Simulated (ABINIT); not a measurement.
Planning a run of ABINIT 10.8.3 on MgS (Niningerite). The input:

```
acell 3*1.0 Angstrom
rprim 
  0.000000000000 2.601650000000 2.601650000000
  2.601650000000 0.000000000000 2.601650000000
  2.601650000000 2.601650000000 0.000000000000
ntypat 2
znucl 12 16
natom 2
typat 1 2
xred 
  0.000000000000 0.000000000000 0.000000000000
  0.500000000000 0.500000000000 0.500000000000
pp_dirpath "pseudos"
pseudos "Mg.upf, S.upf"
ecut 38
ngkpt 8 8 8
nshiftk 1
shiftk 0 0 0
kptopt 1
chksymbreak 0
istwfk *1
occopt 1
irdwfk 1
optdriver 3
nband 34
ecuteps 4.8
inclvkb 2
awtr 1
symchi 1
indata_prefix "in"
outdata_prefix "out"
tmpdata_prefix "tmp"
```

```sh
OMP_NUM_THREADS=1 mpirun -n 4 abinit run.abi > log
```

**Question.** Estimate wall time and host memory on 4 MPI ranks of Arm Neoverse N1, shared host.

It took 5.6 min; on shared hardware allow 2.8 min to 11 min. Peak host memory was 0.91 GiB.

[Paths, hosts, dates, memory and timing lines, banners, echoed tables and standing remarks are left out of the program output.]

[Logs are printed without paths, hosts, clocks, repeated set-up lines and the standing remarks that a program may print on its own settings, such as how far it seeks lower states.]

[Runs of the session that timed out or met a known fault of the program may be left out.]

[Hosts, paths, dates, database ids (printed as entryN), source tags and the programs' standing remarks are cut or masked in the printed files.]

[G0W0 gaps are taken among the corrected bands and points alone; a level outside them can change the order at an edge.]

[Where Ansatz stands beside ABINIT at settings called matched, ABINIT's density can come from a denser mesh and the files from another edition; pairs whose starting gaps differed by over 0.03 eV were left out, so agreement reads better than it is.]
